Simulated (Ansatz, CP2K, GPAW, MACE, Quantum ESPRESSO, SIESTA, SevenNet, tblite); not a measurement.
# Random packing of Nb14Si86 (at. %) (102 atoms) in other programs, against a plane-wave reference

How near do other programs and methods come to a plane-wave reference for random packing of Nb14Si86 (at. %) (102 atoms)? A plane-wave run serves as the reference.

Calculated with Ansatz 0.2.0; Kohn-Sham DFT, PBE, PAW, plane waves.

**1. Set-up**

The cell holds 102 atoms: 14 Nb and 88 Si. Cell: a = 12.543 Å, b = 12.543 Å, c = 12.543 Å, α = 90.0°, β = 90.0°, γ = 90.0°. 102 atoms (14 Nb, 88 Si) packed at random in a cube at 3.17 g/cm³ and pushed apart as soft spheres; a start for melting by ab initio MD, not an equilibrated structure. Then every atom was moved at random, 0.05 Å r.m.s. a Cartesian component.

**2. Reference: Ansatz, plane waves**

The PAW files are the set soft_2.

Input file input.yaml:

```yaml
crystal:
  lattice:
    - [12.5433, 0.0, 0.0]
    - [0.0, 12.5433, 0.0]
    - [0.0, 0.0, 12.5433]
  atoms:
    - { symbol: Nb, position: [0.84895, 0.37122, 0.19715] }
    - { symbol: Nb, position: [0.23403, 0.28412, 0.12814] }
    - { symbol: Nb, position: [0.785, 0.58693, 0.73828] }
    - { symbol: Nb, position: [0.81591, 0.42663, 0.90169] }
    [... 92 atom lines left out ...]
    - { symbol: Si, position: [0.04752, 0.69454, 0.23483] }
    - { symbol: Si, position: [0.2954, 0.01397, 0.18792] }
    - { symbol: Si, position: [0.81852, 0.21227, 0.07241] }
    - { symbol: Si, position: [0.38737, 0.46076, 0.95322] }
    - { symbol: Si, position: [0.8742, 0.79582, 0.29524] }
    - { symbol: Si, position: [0.10465, 0.81213, 0.86786] }
kpoints:
  mp_grid: { grid: [1, 1, 1] }
hamiltonian:
  xc: pbe
scf:
  occupations: { method: fermi_dirac, width: 0.05 }
output:
  forces: true
  eigenvalues: true
  populations: true
  stress: true
```

Command:

```sh
> ansatz run input.yaml --threads 4 --pin off --max-ram 8192MiB --backend cpu --events-out ev --progress --plain --runs-dir out
```

Numbers of over 12 decimals in the logs are rounded to 6 here.

The program printed:

```text
[...]
Pseudopotentials: kind: paw
Pseudopotential: Nb, paw, valence charge 13, recommended cutoff 420 eV (normal), Nb.paw.azcp
Pseudopotential: Si, paw, valence charge 4, recommended cutoff 420 eV (normal), Si.paw.azcp
[... 5 lines on functional and potentials left out ...]
Crystal: 102 atoms, lattice volume = 1973.492 Å³
Basis set: ecut = 420 eV, 38497 PW (Γ), exchange–correlation on 180×180×180 points (8 copies of the dense FFT grid, shifted against one another)
Bands: 369, of which v1, the nominal top of the filled ones, is band 267 counted from 1 (266 counted from 0)
Symmetry: 1 space group operations
Space group: P1 (ITA 1), of the structure as read, at distance tolerance 1.3e-4 Å
k-points: 1
[... 5 lines on functional and potentials left out ...]
Initial density: superposition of atomic densities (neutral atoms: chi_scale 0, normalization atom), corrected by the library's trained network
Initial wavefunctions: pseudopotential atomic-orbital guess
[...]
SCF iter   1: F=—  HF=-119611.691311 eV  |F-HF|=—  |Δ(HF+E_count)|=         —  Δρ=5.83e-3  dr2=1.75e0  ethr=1.77e-3  ⟨swp⟩=6.0  Hψ=1687  notcnv=0  defer=14
preconditioner: auto → Kerker (q_TF=auto, 2.194 Å⁻¹)  [metal: Δε(μ)=0.030 eV  Ē_g=6.308 eV  σ=0.050 eV  W_gap=0.15  n_scr=364 (ndim 8)  ℏωp=17.2 eV  f_vac=0.000  D(μ)=58.77/eV (n_scr^D=436)]
[...]
SCF iter   8: F=—  HF=-119611.526550 eV  |F-HF|=—  |Δ(HF+E_count)|=   3.27e-7  Δρ=2.07e-6  dr2=2.61e-7  ethr=4.01e-10  ⟨swp⟩=2.0  Hψ=594  notcnv=0  defer=46
SCF iter   9: F=-119611.526550 eV  HF=-119611.526550 eV  |F-HF|=1.46e-8  |Δ(HF+E_count)|=   5.24e-8  Δρ=7.45e-7  dr2=4.17e-8  ethr=1.87e-11  ⟨swp⟩=12.0  Hψ=1677  notcnv=0
SCF 1 converged in 9 iterations: F = -119611.526550 eV  dr2 = 4.17e-8
[...]
SCF converged after 9 iterations
Free energy (F): -119611.526550 eV
Harris-Foulkes:  -119611.526550 eV  (|F-HF|=1.46e-8)
Internal energy: -119611.017490 eV  (E = F + TS)
E sigma→0 (E₀):  -119611.272020 eV
Entropy (-TS):   -0.509059 eV (-4.991 meV/atom)
Fermi energy:    8.160695 eV
--- Per-component energies (eV) ---
[...]
Σ components = -119611.526550   (vs F -119611.526550, Δ=0.00e0)
--- Forces (eV/Å), atoms counted from 1 ---
  atom   1  Nb    -0.39030736     0.28041315     1.00693834
  atom   2  Nb     1.92657743    -1.03045410     0.23019133
  atom   3  Nb    -0.68370725    -0.66015102    -0.29923534
  atom   4  Nb    -1.63120916     1.05222580     0.38922756
[...]
atom 102  Si    -0.12135350    -0.19808477    -1.32877776
  max |Σ_I F_I| component: 4.67e-5 eV/Å
--- Stress (GPa, compression-positive) ---
       -0.330468       0.260745      -0.565449
        0.260745      -2.967915       0.050473
       -0.565449       0.050473      -1.126414
  P = ⅓ Tr σ = -1.4749 GPa (-14.749 kbar)
--- Band table (eV) ---
  k-point 0: bands = ["-47.1973", "-47.0519", "-46.9630", "-46.9449", [... 353 levels ...], "11.0460", "11.0905", "11.1150", "11.1542", "11.1705", "11.1783", "11.2363", "11.2989", "11.3106", "11.3539", "11.3602", "11.3902"]
--- Löwdin populations: 102 sites ---
  site symbol       q [e]
     0     Nb     12.9506
     1     Nb     12.8691
     2     Nb     12.6813
[...]
101     Si      3.9524
  spilling = 0.013169 (of n_electrons = 534.000000)
```

Wall time 29 s (4 threads of Arm Neoverse V2, shared host); peak memory 2.4 GiB.

Read from the output:

* free energy: -119611.5265 eV
* free energy per atom: -1172.6620 eV/atom
* SCF cycles: 9
* pressure: -1.475 GPa
* r.m.s. force component: 1.424 eV/Å
* longest force: 7.005 eV/Å
* Fermi energy: 8.161 eV
* levels partly filled by over 2 per cent: 13
* spilling of the projection: 0.01317

Length of the force by element:

| element | coordination | atoms | mean length of the force (eV/Å) | spread | least | most |
| --- | --- | --- | --- | --- | --- | --- |
| Nb | all | 14 | 1.20 | 0.570 | 0.304 | 2.39 |
| Si | all | 88 | 2.17 | 1.44 | 0.346 | 7.00 |

Löwdin charges by element (they lack the spilled electrons, 0.069 e an atom on average):

| element | coordination | atoms | mean charge (e) | spread | least | most |
| --- | --- | --- | --- | --- | --- | --- |
| Nb | all | 14 | 0.172 | 0.0711 | 0.0494 | 0.319 |
| Si | all | 88 | 0.0525 | 0.0495 | -0.0812 | 0.175 |

The levels nearest the highest filled one (over half full), pooled over k-points and spins:

| level less the highest filled one (eV) | occupation |
| --- | --- |
| -0.133 | 1.87 |
| -0.0988 | 1.76 |
| -0.0822 | 1.68 |
| -0.0461 | 1.44 |
| -0.0303 | 1.30 |
| 0 | 1.01 |
| 0.0734 | 0.378 |
| 0.0843 | 0.316 |
| 0.115 | 0.184 |
| 0.154 | 0.089 |
| 0.183 | 0.051 |
| 0.192 | 0.043 |

The run ends at a pressure of -1.47 GPa, with forces up to 7.0 eV/Å.

**3. The ladder**

The programs:
- CP2K 2026.2: Gaussian basis with GTH pseudopotentials and a plane-wave density; labels give functional, basis (MOLOPT sets; SR short-range, UZH the newer set with its own potentials), grid cutoff/relative cutoff and solver (OT: orbital transformation; TRS4, TC2, SIGN: linear-scaling purification with its sparsity filter), or its built-in tight binding.
- GPAW 26.7.0: PAW with atomic orbitals (LCAO), plane waves or a real-space grid of spacing h.
- MACE: machine-learned potential, published weights.
- Quantum ESPRESSO 7.5: plane waves; labels (QE) give functional, pseudopotential set and cutoffs of waves/density.
- SIESTA 5.4.2: numerical atomic orbitals, whose automatically made sets are far from complete, with PseudoDojo norm-conserving potentials that we converted to its format (checked against plane waves on the same files for H, C, O, Si, Ge and Ca alone); labels give functional, basis size, energy shift and mesh cutoff.
- SevenNet: machine-learned potential, published weights.

All use the same cell and atoms; the electronic-structure runs use the same k-mesh, and an electronic temperature of 580 K (0.05 eV) where levels are smeared.

Differences are against the plane-wave reference, forces as r.m.s. over components; share is that over the reference's r.m.s. force, slope the least-squares factor from reference forces to these. Total energies of different programs have different zeros and aren't compared.

| run | Δ force, r.m.s. (meV/Å) | share (%) | slope | Δ pressure (GPa) | cores | CPU time | memory (GiB) |
| --- | --- | --- | --- | --- | --- | --- | --- |
| reference | - | - | - | - | 4 | 1.9 min | 2.4 |
| CP2K PBE, DZVP-UZH, 600/50 Ry, diagonalisation | 52.1 | 3.66 | 0.979 | -0.388 | 2 | 17 min | 5.0 |
| GPAW PBE, LCAO dzp, h 0.25 Å (coarse) | 107 | 7.49 | 1.065 | - | 1 | 13 min | 1.5 |
| GPAW PBE, LCAO sz(dzp), h 0.2 Å (coarse) | 910 | 63.9 | 1.516 | - | 1 | 4.3 min | 2.0 |
| MACE MP-0b2 small potential | 399 | 28.0 | 1.038 | -0.451 | 1 | 7.7 s | 0.66 |
| MACE MP-0b3 medium potential | 309 | 21.7 | 0.937 | -1.89 | 1 | 7.8 s | 1 |
| QE PBE, sssp-1.3.0-efficiency, 30/240 Ry (coarse) | 13.7 | 0.964 | 1.004 | -0.934 | 4 | 18 min | 3.7 |
| QE PBE, sssp-1.3.0-efficiency, 45/360 Ry | 5.81 | 0.408 | 1.004 | -0.0474 | 4 | 31 min | 6.8 |
| SIESTA PBE, DZP, shift 0.01 Ry, mesh 300 Ry | 117 | 8.24 | 1.073 | 0.729 | 2 | 15 min | 2.6 |
| SIESTA PBE, SZP, shift 0.01 Ry, mesh 300 Ry (coarse) | 543 | 38.1 | 1.335 | 4.40 | 2 | 11 min | 2.2 |
| SIESTA PBE, TZP, shift 0.01 Ry, mesh 300 Ry | 117 | 8.23 | 1.074 | 0.497 | 4 | 22 min | 3.5 |
| SevenNet l3i5 potential | 369 | 25.9 | 1.091 | -0.201 | 1 | 9.3 s | 1.3 |

Rows marked coarse were listed beforehand as settings not expected to be converged; some can still land near the reference.

Times of the machine-learned potentials are mostly Python's start and the loading of weights.

CPU time is summed over cores on a shared host, where runs went side by side, so it is rough. Symmetry, cutoffs, thresholds, outputs and thread counts weren't matched or tuned between programs; memory under MPI is the largest rank's times the ranks.

Runs without a result: GPAW PBE, LCAO dzp, h 0.2 Å (cut off at its time limit of 21 min); tblite GFN1-xTB (not converged); GPAW revPBE, LCAO dzp, h 0.2 Å (cut off at its time limit of 21 min).

Mean charges by element (e), by run and scheme:

| run | scheme | Nb | Si |
| --- | --- | --- | --- |
| reference | Löwdin | +0.17 | +0.05 |
| CP2K PBE, DZVP-UZH, 600/50 Ry, diagonalisation | Mulliken | -0.30 | +0.05 |
| CP2K PBE, DZVP-UZH, 600/50 Ry, diagonalisation | Hirshfeld | +0.17 | -0.03 |
| SIESTA PBE, DZP, shift 0.01 Ry, mesh 300 Ry | Hirshfeld | +0.24 | -0.04 |
| SIESTA PBE, TZP, shift 0.01 Ry, mesh 300 Ry | Hirshfeld | +0.24 | -0.04 |

The reference's Löwdin charges lack the electrons that the projection spills, 0.069 e an atom on average.

Within one program, basis, potentials and functional, energies share a zero. Each run against its twin at the usual cutoff or grid and solver:

| run | twin | Δ energy (meV/atom) | Δ force, r.m.s. (meV/Å) | CPU time over the twin's |
| --- | --- | --- | --- | --- |
| QE PBE, sssp-1.3.0-efficiency, 30/240 Ry | sssp-1.3.0-efficiency, 45/360 Ry | 18.7 | 10.7 | 0.57 |

**4. Outcome**

| Quantity | Value |
| --- | --- |
| reference r.m.s. force component | 1.42 eV/Å |
| nearest in forces | QE PBE, sssp-1.3.0-efficiency, 45/360 Ry, 0.41 % |
| farthest in forces | GPAW PBE, LCAO sz(dzp), h 0.2 Å (coarse), 64 % |
| cheapest electronic-structure run beside the reference | GPAW PBE, LCAO sz(dzp), h 0.2 Å, 4.3 min of CPU time |

**Reading.** PBE on plane waves or a grid with other potentials, cutoffs or grids, coarse settings apart, differs from the reference by 0.41 % (QE PBE, sssp-1.3.0-efficiency, 45/360 Ry) of the r.m.s. force; this holds the reference's own error, so differences of a few per cent don't tell which side is nearer the exact PBE result (QE's 45 Ry are 612 eV, against the reference's 420 eV). The PBE runs in local orbitals, coarse settings apart, differ by 3.7 % (CP2K PBE, DZVP-UZH, 600/50 Ry, diagonalisation) to 8.2 % (SIESTA PBE, DZP, shift 0.01 Ry, mesh 300 Ry); basis, grid and potentials can all enter. Machine-learned potentials differ by 22 % (MACE MP-0b3 medium potential) to 28 % (MACE MP-0b2 small potential); they were trained on other programs' data. Runs with settings chosen to be coarse differ by 0.96 % (QE PBE, sssp-1.3.0-efficiency, 30/240 Ry) to 64 % (GPAW PBE, LCAO sz(dzp), h 0.2 Å), their programs' other errors included. None of the electronic-structure runs in the table takes under half the reference's CPU time of 1.9 min; they take 2.3 to 17 times as much. GPAW PBE, LCAO sz(dzp), h 0.2 Å stiffens the forces by a factor of 1.52 while following their directions (correlation 0.971); the slopes of the 2 GPAW runs lie between 1.07 and 1.52; the difference isn't even, but is largest on one element. In pressure, SIESTA PBE, SZP, shift 0.01 Ry, mesh 300 Ry misses by +4.4 GPa, at the same functional. Charges hang on scheme and program or settings: among these rows the mean for Nb runs from -0.30 to +0.24 e, even in sign. In the reference: 13 levels are partly filled, by over 2 % (at Γ alone): at this level the cell shows no clear gap. Levels of broken or missing bonds inside a gap of the host would look the same. In the reference: mean Löwdin charges: Nb +0.17, Si +0.05 e (they miss 1.3 % of the electrons, so they add up to more than the cell's charge). Machine-learned potentials mimic data converged in k, so the reference's own k-point error enters their differences. The electronic-structure runs sample only Γ, in a cell whose shortest periodic width is 13 Å, which is coarse for a cell with partly filled levels.

[Also dropped from logs without a mark: logging warnings of Python, and SIESTA's first energy breakdown and zero terms.]

[Logs are printed without paths, hosts, clocks, repeated set-up lines and the standing remarks that a program may print on its own settings, such as how far it seeks lower states.]

[Hosts, paths, dates, database ids (printed as entryN), source tags and the programs' standing remarks are cut or masked in the printed files.]
